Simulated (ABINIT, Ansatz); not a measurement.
# NaHF2 (R-3m): one start, several treatments of the self-energy

Wanted: the gap of NaHF2 (R-3m) under several approximations, with cost.

Calculated with ABINIT 10.8.3; PBEsol and many-body steps on it, plane waves.

**1. The structure**

Symmetry: R-3m, No. 166, trigonal system. Conventional cell: a = 3.474 Å, b = 3.474 Å, c = 13.750 Å, α = 90.00°, β = 90.00°, γ = 120.00°. Na has 6 F at 2.32 Å nearest. Nearest to H lie 2 F at 1.13 Å. Nearest to F lie 1 H at 1.13 Å and 3 Na at 2.32 Å. Farther neighbours and most contacts between anions are not listed.

The cell and positions come from the Crystallography Open Database and are kept as given unless a step says otherwise.

**2. Empty states on the mesh, 4×4×4 mesh, 97 bands**

This step: ABINIT 10.8.3; DFT, PBEsol, plane waves, norm-conserving pseudopotentials.

The sums over transitions need many empty states on a uniform mesh; this step solves for them.

run.abi reads:

```
acell 3*1.0 Angstrom
rprim 
  1.737000000015 1.002857417591 4.583333333300
  -1.737000000015 1.002857417591 4.583333333300
  -0.000000000000 -2.005714835182 4.583333333300
ntypat 3
znucl 11 1 9
natom 4
typat 1 2 3 3
xred 
  0.000000000000 0.000000000000 0.000000000000
  0.500000000000 0.500000000000 0.500000000000
  0.417600000000 0.417600000000 0.417600000000
  0.582400000000 0.582400000000 0.582400000000
pp_dirpath "pseudos"
pseudos "Na.upf, H.upf, F.upf"
ecut 38
ngkpt 4 4 4
nshiftk 1
shiftk 0 0 0
kptopt 1
chksymbreak 0
iscf -2
irdden 1
istwfk *1
nband 97
nbdbuf 8
tolwfr 1e-09
nstep 60
prtvol 0
indata_prefix "in"
outdata_prefix "out"
tmpdata_prefix "tmp"
```

Command:

```bash
> OMP_NUM_THREADS=1 mpirun -n 4 abinit run.abi > log
```

Numbers of over 12 decimals in the logs are rounded to 6 here.

Log:

```text
.Version 10.8.3 of ABINIT. v10.8.2 released Aug 2026.

 Symmetries : space group R-3 m (#166); Bravais hR (rhombohedral)
[... echo of the input left out ...]
== DATASET  1 ==================================================================
-   mpi_nproc: 4, omp_nthreads: 1 (-1 if OMP is not activated)

--- !DatasetInfo
iteration_state: {dtset: 1, }
dimensions: {natom: 4, nkpt: 13, mband: 97, nsppol: 1, nspinor: 1, nspden: 1, mpw: 3640, }
cutoff_energies: {ecut:  38.0, pawecutdg:  -1.0, }
[...]
2.50579    2.50579    2.60273    2.60273    2.66265    2.66265    2.67833    2.71609
   2.71609    2.73424    2.73741    2.75119    2.75468    2.81107    2.81107    2.86330
   2.86336
 prteigrs : prtvol=0 or 1, do not print more k-points.

== END DATASET(S) ==============================================================
================================================================================

 -outvars: echo values of variables after computation  --------
            nband          97
             nkpt          13
          spgroup         166
 [... the other variables as echoed above ...]

 Calculation completed.
```

Run time: 88 s. Hardware: 4 MPI ranks of Arm Neoverse N1, shared host; peak memory 0.37 GiB; 5.9 min of CPU time.

Numbers from this step:

```
gap                                                           : 6.931 eV
k of the valence top                                          : 0.5, 0.5, 0.5
k of the conduction bottom                                    : 0, 0, 0
least direct gap                                              : 7.132 eV
k points computed                                             : 13
lowest point of the top converged band, above the valence top : 76.3116 eV
```

On this mesh the gap is 6.931 eV.

The density comes from a self-consistent run that is not shown.

**3. Screening, 4×4×4 mesh, 43 bands, screening to 114.3 eV**

The RPA dielectric matrix is built and inverted for each q.

This step: RPA screening on PBEsol, plane waves, norm-conserving pseudopotentials.

run.abi: that of step 2 with these lines changed.

```diff
@@ -22,10 +22,11 @@
 chksymbreak 0
-iscf -2
-irdden 1
 istwfk *1
-nband 97
-nbdbuf 8
-tolwfr 1e-09
-nstep 60
-prtvol 0
+occopt 1
+irdwfk 1
+optdriver 3
+nband 43
+ecuteps 4.2
+inclvkb 2
+awtr 1
+symchi 1
 indata_prefix "in"
```

Log:

```text
.Version 10.8.3 of ABINIT. v10.8.2 released Aug 2026.

 Symmetries : space group R-3 m (#166); Bravais hR (rhombohedral)
[... echo of the input left out ...]
== DATASET  1 ==================================================================
-   mpi_nproc: 4, omp_nthreads: 1 (-1 if OMP is not activated)

--- !DatasetInfo
iteration_state: {dtset: 1, }
dimensions: {natom: 4, nkpt: 13, mband: 43, nsppol: 1, nspinor: 1, nspden: 1, mpw: 3640, }
cutoff_energies: {ecut:  38.0, pawecutdg:  -1.0, }
electrons: {nelect:   2.40000000E+01, charge:   0.00000000E+00, occopt:   1.00000000E+00, tsmear:   1.00000000E-02, }

 SCREENING: Calculation of the susceptibility and dielectric matrices

 Based on a program developped by R.W. Godby, V. Olevano, G. Onida, and L. Reining.
 Incorporated in ABINIT by V. Olevano, G.-M. Rignanese, and M. Torrent.
.Using double precision arithmetic ; gwpc =  8

[... cell and pseudopotentials left out ...]
--------------------------------------------------------------------------------

 ==== K-mesh for the wavefunctions ====
 Number of points in the irreducible wedge :    13
[... list of points left out ...]
 Together with 12 symmetry operations and time-reversal symmetry
 yields    64 points in the full Brillouin Zone.

 ==== Q-mesh for the screening function ====
 Number of points in the irreducible wedge :    13
[... list of points left out ...]
 Together with 12 symmetry operations and time-reversal symmetry
 yields    64 points in the full Brillouin Zone.

 setmesh: FFT mesh size selected  =    36x   36x   36
          total number of points  =        46656

 vcoul_init : cutoff-mode = AUXILIARY_FUNCTION
 q-points for optical limit:   1
     1)      0.000010    0.000020    0.000030

- screening: taking advantage of time-reversal symmetry
- Maximum band index for partially occupied states nbvw = 12
- Remaining bands to be divided among processors   nbcw = 31
- Number of bands treated by each node ~7

 Number of electrons calculated from density =   24.0000; Expected =   24.0000
 average of density, n =  0.074241
 r_s =    1.4760
 omega_plasma =   26.2831 [eV]

 calculating chi0 at frequencies [eV] :
  1    0.000000E+00    0.000000E+00
  2    0.000000E+00    2.628313E+01

--------------------------------------------------------------------------------
  q-point number  1        q = ( 0.000000, 0.000000, 0.000000) [r.l.u.]
--------------------------------------------------------------------------------
[... chi0 elements left out ...]
 For q-point:  0.000010 0.000020 0.000030
  dielectric constant =   1.6556
  dielectric constant without local fields =   1.7305

  Average fulfillment of the sum rule on Im[epsilon] for q-point    1 :     28.09  [%]
[... wings left out ...]
  q-point number  2        q = ( 0.250000, 0.000000, 0.000000) [r.l.u.]
--------------------------------------------------------------------------------
[... chi0 elements left out ...]
  Average fulfillment of the sum rule on Im[epsilon] for q-point    2 :     38.01  [%]

 [... 11 further q-points ...]
```

Wall time 88 s (4 MPI ranks); peak memory 1.2 GiB; 5.8 min of CPU time.

Numbers from this step:

| Item | Value |
| --- | --- |
| ε∞ with local fields, on this mesh, along the program's q direction | 1.656 |
| the same without local fields | 1.730 |
| plasma frequency | 26.28 eV |
| plane waves in the screening matrix | 115 |

Local fields lower ε∞ by 4 %.

**4. G0W0, Godby-Needs plasmon pole**

The self-energy is evaluated for the states that the input lists, and the levels follow from it, in one-shot runs by the linearised quasiparticle equation.

This step: G0W0 on PBEsol, plane waves, norm-conserving pseudopotentials.

run.abi: that of step 3 with these lines changed.

```diff
@@ -25,8 +25,17 @@
 irdwfk 1
-optdriver 3
+optdriver 4
 nband 43
+gwcalctyp 0
+ecutsigx 38
+symsigma 1
+nkptgw 2
+kptgw 
+  0.5000000000 0.5000000000 0.5000000000
+  0.0000000000 0.0000000000 0.0000000000
+bdgw 
+  11 14
+  10 14
 ecuteps 4.2
-inclvkb 2
-awtr 1
-symchi 1
+irdscr 1
+ppmodel 1
 indata_prefix "in"
```

Log:

```text
.Version 10.8.3 of ABINIT. v10.8.2 released Aug 2026.

 Symmetries : space group R-3 m (#166); Bravais hR (rhombohedral)
[... echo of the input left out ...]
== DATASET  1 ==================================================================
-   mpi_nproc: 4, omp_nthreads: 1 (-1 if OMP is not activated)

--- !DatasetInfo
iteration_state: {dtset: 1, }
dimensions: {natom: 4, nkpt: 13, mband: 43, nsppol: 1, nspinor: 1, nspden: 1, mpw: 3640, }
cutoff_energies: {ecut:  38.0, pawecutdg:  -1.0, }
electrons: {nelect:   2.40000000E+01, charge:   0.00000000E+00, occopt:   1.00000000E+00, tsmear:   1.00000000E-02, }

 SIGMA: Calculation of the GW corrections

 Based on a program developped by R.W. Godby, V. Olevano, G. Onida, and L. Reining.
 Incorporated in ABINIT by V. Olevano, G.-M. Rignanese, and M. Torrent.
.Using double precision arithmetic ; gwpc =  8

[... cell and pseudopotentials left out ...]
--------------------------------------------------------------------------------

 ==== K-mesh for the wavefunctions ====
 Number of points in the irreducible wedge :    13
[... list of points left out ...]
 Together with 12 symmetry operations and time-reversal symmetry
 yields    64 points in the full Brillouin Zone.

 ==== Q-mesh for screening function ====
 Number of points in the irreducible wedge :    13
[... list of points left out ...]
 Together with 12 symmetry operations and time-reversal symmetry
 yields    64 points in the full Brillouin Zone.

 vcoul_init : cutoff-mode = AUXILIARY_FUNCTION
 q-points for optical limit:   1
     1)      0.000010    0.000020    0.000030
 setmesh: FFT mesh size selected  =    54x   54x   54
          total number of points  =       157464

 Number of electrons calculated from density =   24.0000; Expected =   24.0000
 average of density, n =  0.074241
 r_s =    1.4760
 omega_plasma =   26.2831 [eV]

 === KS Band Gaps ===
  >>>> For spin  1
   Minimum direct gap =   7.1316 [eV], located at k-point      :   0.0000  0.0000  0.0000
   Fundamental gap    =   6.9313 [eV], Top of valence bands at :   0.5000  0.5000  0.5000
                                       Bottom of conduction at :   0.0000  0.0000  0.0000
 SIGMA fundamental parameters:
 PLASMON POLE MODEL  1
 number of plane-waves for SigmaX                 3607
 number of plane-waves for SigmaC and W            115
 number of plane-waves for wavefunctions          3607
 number of bands                                    43
 number of independent spin polarizations            1
 number of spinorial components                      1
 number of k-points in IBZ                          13
 number of q-points in IBZ                          13
 number of symmetry operations                      12
 number of k-points in BZ                           64
 number of q-points in BZ                           64
 number of frequencies for dSigma/dE                 9
 frequency step for dSigma/dE [eV]                0.25
 number of omega for Sigma on real axis              0
 max omega for Sigma on real axis  [eV]           0.00
 zcut for avoiding poles [eV]                     0.10

 EPSILON^-1 parameters (SCR file):
 dimension of the eps^-1 matrix on file            115
 dimension of the eps^-1 matrix used               115
 number of plane-waves for wavefunctions          3607
 number of bands                                    43
 number of q-points in IBZ                          13
 number of frequencies                               2
 number of real frequencies                          1
 number of imag frequencies                          1

 matrix elements of self-energy operator (all in [eV])

 Perturbative Calculation

--- !SelfEnergy_ee
iteration_state: {dtset: 1, }
kpoint     : [   0.500,    0.500,    0.500, ]
spin       : 1
KS_gap     :    8.690
QP_gap     :   13.281
Delta_QP_KS:    4.591
data: !SigmaeeData |
     Band     E0 <VxcDFT>   SigX SigC(E0)      Z dSigC/dE  Sig(E)    E-E0       E
       11  -3.442 -22.457 -30.582   4.650   0.834  -0.199 -25.355  -2.898  -6.340
       12  -3.442 -22.457 -30.582   4.650   0.834  -0.199 -25.355  -2.898  -6.340
       13   5.248  -7.722  -3.833  -2.040   0.915  -0.093  -6.029   1.693   6.941
       14   6.328 -10.325  -5.836  -2.083   0.906  -0.103  -8.145   2.180   8.508

--- !SelfEnergy_ee
iteration_state: {dtset: 1, }
kpoint     : [   0.000,    0.000,    0.000, ]
spin       : 1
KS_gap     :    7.132
QP_gap     :   11.471
Delta_QP_KS:    4.339
data: !SigmaeeData |
     Band     E0 <VxcDFT>   SigX SigC(E0)      Z dSigC/dE  Sig(E)    E-E0       E
       10  -3.668 -22.031 -30.205   4.627   0.834  -0.199 -24.988  -2.957  -6.625
       11  -3.668 -22.031 -30.205   4.627   0.834  -0.199 -24.988  -2.957  -6.625
       12  -3.642 -23.108 -30.379   4.129   0.843  -0.186 -25.756  -2.649  -6.291
       13   3.489  -8.257  -4.342  -2.070   0.916  -0.092  -6.567   1.690   5.179
       14   9.789  -7.583  -3.079  -2.286   0.914  -0.094  -5.556   2.027  11.816

== END DATASET(S) ==============================================================
================================================================================

 -outvars: echo values of variables after computation  --------
           etotal      0.0000000000E+00
            nband          43
             nkpt          13
          spgroup         166
 [... the other variables as echoed above ...]

 Calculation completed.
```

Run time: 9.2 s. Hardware: 4 MPI ranks; peak memory 0.57 GiB.

Numbers from this step:

```yaml
g0w0_gap_on_the_points_computed: 11.47 eV
starting_gap_on_the_mesh: 6.931 eV
k_of_the_valence_top: 0, 0, 0
k_of_the_conduction_bottom: 0, 0, 0
z_at_the_valence_top: 0.843
z_at_the_conduction_bottom: 0.916
least_direct_g0w0_gap_on_the_computed_points: 11.47 eV
```

The gap on the mesh goes from 6.93 eV to 11.47 eV, a correction of +4.54 eV.

**5. G0W0, von der Linden-Horsch plasmon pole**

run.abi: that of step 4 with these lines changed.

```diff
@@ -39,3 +39,3 @@
 irdscr 1
-ppmodel 1
+ppmodel 3
 indata_prefix "in"
```

Log:

```text
.Version 10.8.3 of ABINIT. v10.8.2 released Aug 2026.

 Symmetries : space group R-3 m (#166); Bravais hR (rhombohedral)
[... echo of the input left out ...]
== DATASET  1 ==================================================================
-   mpi_nproc: 4, omp_nthreads: 1 (-1 if OMP is not activated)

--- !DatasetInfo
iteration_state: {dtset: 1, }
dimensions: {natom: 4, nkpt: 13, mband: 43, nsppol: 1, nspinor: 1, nspden: 1, mpw: 3640, }
cutoff_energies: {ecut:  38.0, pawecutdg:  -1.0, }
electrons: {nelect:   2.40000000E+01, charge:   0.00000000E+00, occopt:   1.00000000E+00, tsmear:   1.00000000E-02, }

 SIGMA: Calculation of the GW corrections

 Based on a program developped by R.W. Godby, V. Olevano, G. Onida, and L. Reining.
 Incorporated in ABINIT by V. Olevano, G.-M. Rignanese, and M. Torrent.
.Using double precision arithmetic ; gwpc =  8

[... cell and pseudopotentials left out ...]
--------------------------------------------------------------------------------

 ==== K-mesh for the wavefunctions ====
 Number of points in the irreducible wedge :    13
[... list of points left out ...]
 Together with 12 symmetry operations and time-reversal symmetry
 yields    64 points in the full Brillouin Zone.

 ==== Q-mesh for screening function ====
 Number of points in the irreducible wedge :    13
[... list of points left out ...]
 Together with 12 symmetry operations and time-reversal symmetry
 yields    64 points in the full Brillouin Zone.

 vcoul_init : cutoff-mode = AUXILIARY_FUNCTION
 q-points for optical limit:   1
     1)      0.000010    0.000020    0.000030
 setmesh: FFT mesh size selected  =    54x   54x   54
          total number of points  =       157464

 Number of electrons calculated from density =   24.0000; Expected =   24.0000
[...]
number of omega for Sigma on real axis              0
 max omega for Sigma on real axis  [eV]           0.00
 zcut for avoiding poles [eV]                     0.10

 EPSILON^-1 parameters (SCR file):
 dimension of the eps^-1 matrix on file            115
 dimension of the eps^-1 matrix used               115
 number of plane-waves for wavefunctions          3607
 number of bands                                    43
 number of q-points in IBZ                          13
 number of frequencies                               2
 number of real frequencies                          1
 number of imag frequencies                          1

 matrix elements of self-energy operator (all in [eV])

 Perturbative Calculation

--- !SelfEnergy_ee
iteration_state: {dtset: 1, }
kpoint     : [   0.500,    0.500,    0.500, ]
spin       : 1
KS_gap     :    8.690
QP_gap     :   13.538
Delta_QP_KS:    4.848
data: !SigmaeeData |
     Band     E0 <VxcDFT>   SigX SigC(E0)      Z dSigC/dE  Sig(E)    E-E0       E
       11  -3.442 -22.457 -30.582   4.590   0.907  -0.102 -25.665  -3.208  -6.650
       12  -3.442 -22.457 -30.582   4.590   0.907  -0.102 -25.665  -3.208  -6.650
       13   5.248  -7.722  -3.833  -2.173   0.955  -0.047  -6.082   1.640   6.888
[...]
--- !SelfEnergy_ee
iteration_state: {dtset: 1, }
kpoint     : [   0.000,    0.000,    0.000, ]
spin       : 1
KS_gap     :    7.132
QP_gap     :   11.609
Delta_QP_KS:    4.477
data: !SigmaeeData |
     Band     E0 <VxcDFT>   SigX SigC(E0)      Z dSigC/dE  Sig(E)    E-E0       E
[...]
13   3.489  -8.257  -4.342  -2.233   0.955  -0.047  -6.651   1.607   5.096
       14   9.789  -7.583  -3.079  -2.397   0.957  -0.045  -5.565   2.018  11.807

== END DATASET(S) ==============================================================
================================================================================

 -outvars: echo values of variables after computation  --------
           etotal      0.0000000000E+00
            nband          43
             nkpt          13
          spgroup         166
 [... the other variables as echoed above ...]

 Calculation completed.
```

It took 8.3 s on 4 MPI ranks; peak memory 0.53 GiB; 33 s of CPU time.

This step gave:

| Quantity | Value |
| --- | --- |
| G0W0 gap on the points computed | 11.61 eV |
| starting gap on the mesh | 6.931 eV |
| k of the valence top | 0, 0, 0 |
| k of the conduction bottom | 0, 0, 0 |
| Z at the valence top | 0.91 |
| Z at the conduction bottom | 0.955 |
| least direct G0W0 gap on the computed points | 11.61 eV |

Against G0W0 in ABINIT (4×4×4 mesh, 43 bands, screening to 114.3 eV, Godby-Needs plasmon pole), the gap moves by +0.139 eV.

**6. G0W0, Engel-Farid plasmon pole**

run.abi: that of step 5 with these lines changed.

```diff
@@ -39,3 +39,3 @@
 irdscr 1
-ppmodel 3
+ppmodel 4
 indata_prefix "in"
```

Log:

```text
.Version 10.8.3 of ABINIT. v10.8.2 released Aug 2026.

 Symmetries : space group R-3 m (#166); Bravais hR (rhombohedral)
[... echo of the input left out ...]
== DATASET  1 ==================================================================
-   mpi_nproc: 4, omp_nthreads: 1 (-1 if OMP is not activated)

--- !DatasetInfo
iteration_state: {dtset: 1, }
dimensions: {natom: 4, nkpt: 13, mband: 43, nsppol: 1, nspinor: 1, nspden: 1, mpw: 3640, }
cutoff_energies: {ecut:  38.0, pawecutdg:  -1.0, }
[...]
Band     E0 <VxcDFT>   SigX SigC(E0)      Z dSigC/dE  Sig(E)    E-E0       E
[...]
13   3.489  -8.257  -4.342  -2.133   0.925  -0.081  -6.607   1.650   5.139
       14   9.789  -7.583  -3.079  -2.324   0.925  -0.081  -5.566   2.018  11.806

== END DATASET(S) ==============================================================
================================================================================

 -outvars: echo values of variables after computation  --------
           etotal      0.0000000000E+00
            nband          43
             nkpt          13
          spgroup         166
 [... the other variables as echoed above ...]

 Calculation completed.
```

The job ended after 8.3 s (4 MPI ranks; peak memory 0.59 GiB; 33 s of CPU time).

Numbers from this step:

```
G0W0 gap on the points computed              : 11.46 eV
starting gap on the mesh                     : 6.931 eV
k of the valence top                         : 0, 0, 0
k of the conduction bottom                   : 0, 0, 0
least direct G0W0 gap on the computed points : 11.46 eV
```

Against G0W0 in ABINIT (4×4×4 mesh, 43 bands, screening to 114.3 eV, Godby-Needs plasmon pole), the gap moves by −0.013 eV.

(Continued in part 2 of 2.)

[Paths, hosts, dates, memory and timing lines, banners, echoed tables and standing remarks are left out of the program output.]

[Logs are printed without paths, hosts, clocks, repeated set-up lines and the standing remarks that a program may print on its own settings, such as how far it seeks lower states.]

[Runs of the session that timed out or met a known fault of the program may be left out.]

[No measured gap is set beside runs whose start may be inverted or whose files or cutoffs have a known fault.]

[Hosts, paths, dates, database ids (printed as entryN), source tags and the programs' standing remarks are cut or masked in the printed files.]

[G0W0 gaps are taken among the corrected bands and points alone; a level outside them can change the order at an edge.]

[Where Ansatz stands beside ABINIT at settings called matched, ABINIT's density can come from a denser mesh and the files from another edition; pairs whose starting gaps differed by over 0.03 eV were left out, so agreement reads better than it is.]
